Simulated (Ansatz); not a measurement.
# Stack of 1T-PtSe2 under 1T-SnSe2 , shifted by a third of the diagonal in a perpendicular field

Aim: how the stack of 1T-PtSe2 under 1T-SnSe2 , shifted by a third of the diagonal screens a field along its normal, and what the field does to its bands. A positive field points along +c.

Calculated with Ansatz 0.2.0; plane-wave DFT, PBE-D3(BJ), Ansatz PAW.

This is a report of a sequence of runs, with the program logs left out and the cost of each run kept.

**1. The structure**

The cell holds 6 atoms: 4 Se, 1 Pt and 1 Sn. Its edges and angles: a = 3.810 Å, b = 3.810 Å, c = 45.978 Å, α = 90.0°, β = 90.0°, γ = 120.0°. Regions: layer 1: 1T-PtSe2, 3 atoms (2 Se and 1 Pt); layer 2: 1T-SnSe2, 3 atoms (2 Se and 1 Sn). Vacuum lies along c.

**2. Relaxing the slab**

The starting cell is a guess, so the in-plane lattice and the atoms are relaxed first, with the slab cut off from its images along the normal.

The input, input.yaml:

```yaml
crystal:
  lattice:
    - [3.81, 0.0, 0.0]
    - [-1.905, 3.2995567884, 0.0]
    - [0.0, 0.0, 45.9782068401]
  atoms:
    - { symbol: Se, position: [0.6666666667, 0.3333333333, 0.4186766149] }
    - { symbol: Pt, position: [0.0, 0.0, 0.4433374048] }
    - { symbol: Se, position: [0.3333333333, 0.6666666667, 0.4679981947] }
    - { symbol: Se, position: [0.0, 0.0, 0.5354214418] }
    - { symbol: Sn, position: [0.3333333333, 0.6666666667, 0.5583724134] }
    - { symbol: Se, position: [0.6666666667, 0.3333333333, 0.5813233851] }
  periodic: [true, true, false]
kpoints:
  mp_grid: { grid: [12, 12, 1] }
hamiltonian:
  xc: pbe
  dispersion: d3bj
scf:
  occupations: { method: fermi_dirac, width: 0.05 }
  convergence: { dr2_threshold: 1.0e-09 }
relax:
  f_tol: 0.004
  max_steps: 90
  cell: {}
output:
  write_potential: true
  write_density: true
  volumetric_format: npy
```

Run with:

```
ansatz run input.yaml --threads 4 --pin off --max-ram 8192MiB --backend cpu --events-out ev --progress --plain --runs-dir out
```

Run time: 4.9 min. Hardware: 4 threads of Intel Xeon at 2.50GHz (Skylake/Cascade Lake), shared host; peak memory 1.4 GiB.

Relaxation path:

| step | energy less that of the first step (eV) | largest force component (eV/Å) | volume (Å³) |
| --- | --- | --- | --- |
| 1 | 0.0000 | 5.9801 | 578.01 |
| 2 | -2.1558 | 3.6110 | 587.13 |
| 3 | -3.1629 | 1.6560 | 585.77 |
| 4 | -3.4587 | 0.2501 | 576.06 |
| 5 | -3.4923 | 0.0860 | 570.35 |
| 6 | -3.4943 | 0.0915 | 565.69 |
| 7 | -3.4951 | 0.0145 | 566.44 |
| 8 | -3.4951 | 0.0017 | 566.54 |
| 9* | -3.4945 | 0.0017 | 566.54 |

Relaxation steps marked * repeat the geometry before them on a plane-wave basis chosen anew for their cell, so energy and pressure can jump there.

Forces are held to the 6 operations that the program found; a distortion that breaks them can't arise in this run.

| cell as run | before | after | change |
| --- | --- | --- | --- |
| a (Å) | 3.810 | 3.772 | -1.0 % |
| b (Å) | 3.810 | 3.772 | -1.0 % |

The atoms that moved most (Å, along periodic axes as changes of fractional coordinates times the final cell, across vacuum about the mean position):

| atom | dx | dy | dz | length |
| --- | --- | --- | --- | --- |
| Se6 | 0.000 | 0.000 | 0.753 | 0.753 |
| Se4 | 0.000 | 0.000 | -0.378 | 0.378 |
| Se1 | 0.000 | 0.000 | -0.343 | 0.343 |
| Sn5 | 0.000 | 0.000 | 0.194 | 0.194 |
| Pt2 | 0.000 | 0.000 | -0.188 | 0.188 |
| Se3 | 0.000 | 0.000 | -0.039 | 0.039 |

Final coordinates:

```xyz
6
Lattice="3.7720 0.0000 0.0000 -1.8860 3.2667 0.0000 0.0000 0.0000 45.9782" Properties=species:S:1:pos:R:3
Se    1.8860    1.0889   18.9073
Pt    0.0000    0.0000   20.1962
Se    0.0000    2.1778   21.4785
Se    0.0000    0.0000   24.2401
Sn    0.0000    2.1778   25.8673
Se    1.8860    1.0889   27.4810
```

This step gave:

```
energy at zero smearing : -40427.6790 eV
```

The lattice constant a goes from 3.810 to 3.772 Å.

**3. Atoms held, field 0, start network**

A sawtooth potential applies the field, turning back in the middle of the vacuum. With the dipole correction the typed value is the field outside the slab. The induced dipole is small, so the SCF threshold is tight.

The cell differs from the one that the last finished run ended in (c 45.978 → 26.574 Å).

The input, input.yaml:

```yaml
crystal:
  lattice:
    - [3.7720073501, 0.0, 0.0]
    - [-1.8860036751, 3.2666541885, 0.0]
    - [0.0, 0.0, 26.5736479904]
  atoms:
    - { symbol: Se, position: [0.6666666667, 0.3333333333, 0.3386813885] }
    - { symbol: Pt, position: [0.0, 0.0, 0.3871817253] }
    - { symbol: Se, position: [0.3333333333, 0.6666666667, 0.4354361671] }
    - { symbol: Se, position: [0.0, 0.0, 0.539361138] }
    - { symbol: Sn, position: [0.3333333333, 0.6666666667, 0.6005942331] }
    - { symbol: Se, position: [0.6666666667, 0.3333333333, 0.6613186115] }
kpoints:
  mp_grid: { grid: [12, 12, 1] }
  band_path:
    path: [[0, 0, 0], [0.5, 0, 0], [0.33333333, 0.33333333, 0], [0, 0, 0]]
    npoints: 16
hamiltonian:
  xc: pbe
  dispersion: d3bj
scf:
  occupations: { method: fermi_dirac, width: 0.02585 }
  convergence: { dr2_threshold: 1.0e-10 }
efield:
  axis: 3
  dipole_correction: true
  ramp_position: 0.97
  ramp_width: 0.06
  amplitude: 0
output:
  dos: { projected: true, e_range: [-6, 5] }
  write_potential: true
  write_density: true
  volumetric_format: npy
  elf: true
```

The job ended after 35 s (4 threads; peak memory 1.1 GiB).

Read from the output:

* dipole along the normal: -3.46e-4 e·Å
* gap along the path: 0.3038 eV
* smallest direct gap along the path: 1.177 eV
* ionisation energy, upper face: 5.401 eV
* electron affinity, upper face: 5.098 eV
* gap, the smaller of path and mesh: 0.3038 eV

Running mean over a fixed 2.5 Å (it still follows the layers) of the planar mean; the ramp of the sawtooth is left out. The electron's electrostatic potential energy less the Fermi level by z:

z (Å), electron's electrostatic potential energy less the Fermi level (eV) and a bar from the least value:
```
        4       5.24 ##############################
        5       5.24 ##############################
        6       5.21 ##############################
        7       4.57 ############################
        8       1.56 ######################
        9      -3.93 #########
       10      -7.99 
       11      -7.13 ##
       12      -1.47 ###############
       13       0.58 ###################
       14      -0.92 ################
       15      -3.02 ###########
       16      -3.61 ##########
       17      -2.94 ###########
       18      -0.40 #################
       19       3.09 #########################
       20       5.07 ##############################
       21       5.24 ##############################
       22       5.25 ##############################
       23       5.25 ##############################
```

The density of states has structure finer than the step of the table below, so its rows give means over 0.25 eV. Peaks (eV: height): -5.560: 18.7, -5.310: 14.9, -5.060: 11.7, -4.100: 12.3, -2.720: 17.0, -1.700: 10.2, 1.750: 9.81.

Density of states against energy, zero at the Fermi level of the run, which the smearing sets inside the gap; means over each step:

| energy (eV) | density of states (states/eV a cell) |
| --- | --- |
| -5.75 | 1.48 |
| -5.50 | 4.17 |
| -5.25 | 8.53 |
| -5.00 | 6.23 |
| -4.75 | 1.35 |
| -4.50 | 4.03 |
| -4.25 | 4.25 |
| -4.00 | 5.50 |
| -3.75 | 4.63 |
| -3.50 | 5.48 |
| -3.25 | 4.61 |
| -3.00 | 3.29 |
| -2.75 | 8.70 |
| -2.50 | 4.81 |
| -2.25 | 3.09 |
| -2.00 | 4.89 |
| -1.75 | 7.78 |
| -1.50 | 5.21 |
| -1.25 | 6.74 |
| -1.00 | 5.70 |
| -0.75 | 4.56 |
| -0.50 | 2.04 |
| -0.25 | 1.59 |
| 0.00 | 5.2e-5 |
| 0.25 | 0.410 |
| 0.50 | 0.816 |
| 0.75 | 1.11 |
| 1.00 | 3.60 |
| 1.25 | 4.23 |
| 1.50 | 3.23 |
| 1.75 | 6.38 |
| 2.00 | 3.24 |

Projected DOS per atom over height of the atomic layer and energy from the Fermi level. Layers: Se Pt Se Se Sn Se from below.

Ten even steps from '0' (0.00 states/eV) to '9' (3.42 states/eV), each cell a mean:
```
222000
333111
222111
000111
000000
000000
101000
312101
322303
222505
333404
121202
151101
191212
020313
161112
362111
131111
110111
384111
283000
121000
```
Columns: height of the atomic layer (Å) from 9 to 17.6 (not evenly spaced); rows upwards: energy from the Fermi level (eV) from -5.96 to 2.14.

Electronic bands along the path, in eV, zero at the Fermi level of the run, which the smearing sets inside the gap:

| point | band 45 | band 46 | band 47 | band 48 | band 49 | band 50 | band 51 | band 52 |
| --- | --- | --- | --- | --- | --- | --- | --- | --- |
| Γ | -0.72 | -0.71 | -0.54 | -0.54 | 1.39 | 2.40 | 2.40 | 2.65 |
| halfway | -1.01 | -1.01 | -0.70 | -0.50 | 0.96 | 1.31 | 2.02 | 3.64 |
| M | -2.41 | -1.90 | -1.45 | -1.03 | 0.15 | 1.82 | 2.18 | 3.41 |
| halfway | -1.77 | -1.66 | -1.55 | -1.33 | 0.89 | 1.46 | 1.72 | 4.36 |
| K | -1.74 | -1.53 | -1.49 | -1.43 | 0.87 | 1.27 | 1.60 | 4.33 |
| halfway | -1.48 | -1.31 | -0.98 | -0.41 | 1.26 | 1.43 | 1.61 | 4.12 |
| Γ | -0.72 | -0.71 | -0.54 | -0.54 | 1.39 | 2.40 | 2.40 | 2.65 |

Electrostatic potential energy in the ca plane at fractional y = 0.000, with atoms of Pt and Se within 0.2 Å of it. With pseudopotentials it is smooth inside the atoms' cores, unlike the true potential.

Values in eV, 6 rows by 16 columns, each cell a mean:
```
  7   7   7   7   7   7   6   0 -35 -23   5   2 -13 -12   3   5
  7   7   7   7   7   6   5   2  -8  -3   4   5  -4  -2   0   2
  7   7   7   7   7   6   4  -1   3   1   0   5   5   1  -6  -1
  7   7   7   7   7   6   5   0   2   1   1   5   4   1  -4   0
  7   7   7   7   7   6   6   2 -18  -9   4   4 -10  -6   1   3
  7   7   7   7   7   7   6  -1 -37 -25   4   1 -11 -12   3   5
```
Columns run along c (16.0 Å, from fractional 0.06 to 0.66 of the cell; values clipped at the 3rd and 97th percentile), rows up along a (3.8 Å). Atoms in or near the plane, at fractional coordinates: Pt at (0.39, 0.00), Se at (0.54, 0.00).

Valence density in the ca plane at fractional y = 0.000, with atoms of Pt and Se within 0.2 Å of it. It is the smooth field of the valence electrons, not physical close to the nuclei.

Ten steps, logarithmic in the rise over the least value, from '0' (0 e/Å³) to '9' (34 e/Å³), each cell a mean:
```
00000025676410000137873100000000000000000000
00000013454210000123432100000000000000000000
00000111222110000011111100000000000000000000
00000111111111000000000111111110000000000000
00001111001111100000000111111110000000000000
00001111101111000000000111111110000000000000
00000111111111000001111111111100000000000000
00000012343210000012221100000000000000000000
00000024665310000125652100000000000000000000
00000025776410000148983100000000000000000000
```
Columns run along c (16.0 Å, from fractional 0.27 to 0.87 of the cell), rows up along a (3.8 Å). Atoms in or near the plane, at fractional coordinates: Pt at (0.39, 0.00), Se at (0.54, 0.00).

ELF in the ca plane at fractional y = 0.000, with atoms of Pt and Se within 0.2 Å of it. It is the smooth field of the valence electrons, not physical close to the nuclei.

Values, 6 rows by 16 columns, each cell a mean:
```
0.01 0.11 0.39 0.62 0.32 0.10 0.74 0.56 0.59 0.09 0.08 0.05 0.01 0.00 0.00 0.00
0.11 0.35 0.37 0.32 0.39 0.20 0.45 0.71 0.46 0.26 0.46 0.37 0.09 0.00 0.00 0.00
0.32 0.63 0.50 0.23 0.56 0.46 0.08 0.22 0.26 0.37 0.73 0.67 0.23 0.01 0.00 0.00
0.27 0.58 0.48 0.24 0.53 0.40 0.16 0.38 0.30 0.35 0.68 0.61 0.19 0.01 0.00 0.00
0.06 0.23 0.33 0.41 0.32 0.13 0.58 0.75 0.53 0.19 0.31 0.24 0.05 0.00 0.00 0.00
0.01 0.10 0.45 0.66 0.36 0.10 0.77 0.41 0.59 0.08 0.04 0.02 0.01 0.00 0.00 0.00
```
Columns run along c (16.0 Å, from fractional 0.27 to 0.87 of the cell), rows up along a (3.8 Å). Atoms in or near the plane, at fractional coordinates: Pt at (0.39, 0.00), Se at (0.54, 0.00).

The gap is 0.30 eV, with the valence edge 5.40 eV and the conduction edge 5.10 eV under the upper vacuum level. Spin-orbit coupling, left out in this run, matters for the bands of elements this heavy.

**4. Single point, field 0.1 V/Å**

input.yaml: that of step 3 with these lines changed.

```diff
@@ -26,7 +26,6 @@
   dipole_correction: true
-  ramp_position: 0.97
-  ramp_width: 0.06
-  amplitude: 0
+  ramp_position: 0.9586
+  ramp_width: 0.0828
+  amplitude: 0.1
 output:
-  dos: { projected: true, e_range: [-6, 5] }
   write_potential: true
@@ -34,2 +33 @@
   volumetric_format: npy
-  elf: true
```

Wall time 39 s (4 threads); peak memory 1 GiB.

The dipole is 0.0701 e·Å, and the gap 0.338 eV.

**5. Atoms held, field -0.1 V/Å**

input.yaml: that of step 4 with these lines changed.

```diff
@@ -28,3 +28,3 @@
   ramp_width: 0.0828
-  amplitude: 0.1
+  amplitude: -0.1
 output:
```

It took 42 s on 4 threads; peak memory 1 GiB; 2.6 min of CPU time.

The dipole is -0.0708 e·Å, and the gap 0.270 eV.

**6. Response, atoms held**

This step: plane-wave DFT, PBE-D3(BJ), Ansatz PAW; response to a field along the normal, atoms held (Ansatz 0.2.0).

The dipoles give the slope, and the difference of two potentials shows where the field is screened.

This step gave:

```
equivalent conductor thickness p/(ε₀AE) : 10.34 Å
distance between the outer atoms        : 8.574 Å
```

Dipole of the cell against applied field:

| applied field (V/Å) | dipole of the cell (e·Å) |
| --- | --- |
| -0.1000 | -0.0708 |
| 0.0000 | -3.5e-4 |
| 0.1000 | 0.0701 |

Local field over the applied field, running mean. From the potentials at -0.1 and 0.1 V/Å; running mean over 2.8 Å. The local field over applied field by z:

z (Å), local field over applied field and a bar:
```
      4.5      0.997 ##############################
      5.0      0.993 ##############################
      5.5      0.981 #############################
      6.0      0.951 #############################
      6.5      0.886 ###########################
      7.0      0.772 #######################
      7.5      0.623 ###################
      8.0      0.461 ##############
      8.5      0.300 #########
      9.0      0.163 ####
      9.5      0.071 ##
     10.0      0.027 
     10.5      0.017 
     11.0      0.036 #
     11.5      0.072 ##
     12.0      0.108 ###
     12.5      0.130 ###
     13.0      0.136 ####
     13.5      0.123 ###
     14.0      0.096 ##
     14.5      0.071 ##
     15.0      0.052 #
     15.5      0.037 #
     16.0      0.033 
     16.5      0.047 #
     17.0      0.080 ##
     17.5      0.154 ####
     18.0      0.279 ########
     18.5      0.440 #############
     19.0      0.607 ##################
     19.5      0.762 #######################
     20.0      0.882 ##########################
     20.5      0.952 #############################
     21.0      0.982 ##############################
     21.5      0.994 ##############################
     22.0      0.998 ##############################
```

Electrons, planar mean, per unit field. Induced electron density against z:

| z (Å) | induced electron density (e/Å³ per V/Å) |
| --- | --- |
| 4.5 | 9.4e-6 |
| 5.0 | 2.7e-5 |
| 5.5 | 7.6e-5 |
| 6.0 | 2.0e-4 |
| 6.5 | 5.1e-4 |
| 7.0 | 0.00122 |
| 7.5 | 0.00249 |
| 8.0 | 0.00332 |
| 8.5 | 0.00183 |
| 9.0 | 9.9e-4 |
| 9.5 | 4.4e-4 |
| 10.0 | -4.8e-5 |
| 10.5 | -1.2e-4 |
| 11.0 | -4.9e-5 |
| 11.5 | -5.8e-4 |
| 12.0 | -8.5e-4 |
| 12.5 | -8.8e-4 |
| 13.0 | 1.8e-4 |
| 13.5 | 0.00106 |
| 14.0 | 7.4e-4 |
| 14.5 | 5.3e-4 |
| 15.0 | -2.6e-4 |
| 15.5 | -8.4e-4 |
| 16.0 | 1.9e-4 |
| 16.5 | 9.0e-4 |
| 17.0 | -2.3e-4 |
| 17.5 | -8.6e-4 |
| 18.0 | -0.00173 |
| 18.5 | -0.00345 |
| 19.0 | -0.00271 |
| 19.5 | -0.00130 |
| 20.0 | -5.2e-4 |
| 20.5 | -1.9e-4 |
| 21.0 | -6.6e-5 |
| 21.5 | -2.1e-5 |
| 22.0 | -6.6e-6 |

The smaller of the gaps on the path and on the k-mesh, counted as 0 under 0.03 eV. Table of gap by applied field:

| applied field (V/Å) | gap (eV) |
| --- | --- |
| -0.1000 | 0.270 |
| 0.0000 | 0.304 |
| 0.1000 | 0.338 |

By hand: between -0.1 and 0.1 V/Å the dipole changes by 0.1409 e·Å, a slope of 0.7043 e·Å²/V. A perfect conductor of thickness t has p = ε₀AEt, so t = 180.95 × 0.7043 / 12.322 = 10.34 Å (e/ε₀ = 180.95 V·Å, A in Å²).

The induced dipole is that of a conductor 10.34 Å thick.

**7. What came out**

```json
{
 "gap without field": "0.304 eV",
 "ionisation energy, upper face": "5.40 eV",
 "electron affinity, upper face": "5.10 eV",
 "equivalent conductor thickness, atoms held": "10.3 Å"
}
```

The induced dipole equals that of a perfect conductor 10.34 Å thick, while the outer atoms lie 8.57 Å apart; an out-of-plane ε follows only once a thickness t is chosen, by 1 − 1/ε = 10.34 Å / t. The gap goes from 0.30 eV to 0.27 eV at -0.1 V/Å. Semilocal functionals give gaps that are too small, and excitons are not included. Spin-orbit coupling is left out, which matters for the bands of elements this heavy.

[Long decimals in the printed logs are rounded to 6 places.]

[Logs are printed without paths, hosts, clocks, repeated set-up lines and the standing remarks that a program may print on its own settings, such as how far it seeks lower states.]

[Hosts, paths, dates, database ids (printed as entryN), source tags and the programs' standing remarks are cut or masked in the printed files.]

[Maps of the electrostatic potential energy from Ansatz leave out the sawtooth potential of an applied field or a dipole correction, so their vacuum need not be flat; planar profiles and work functions include it.]

[The density of states shown here was stored with 400 of the rows of the run's finer table, so its peaks can read low, often by over a quarter, or be missed, and its means over a window can be off by a tenth or more.]
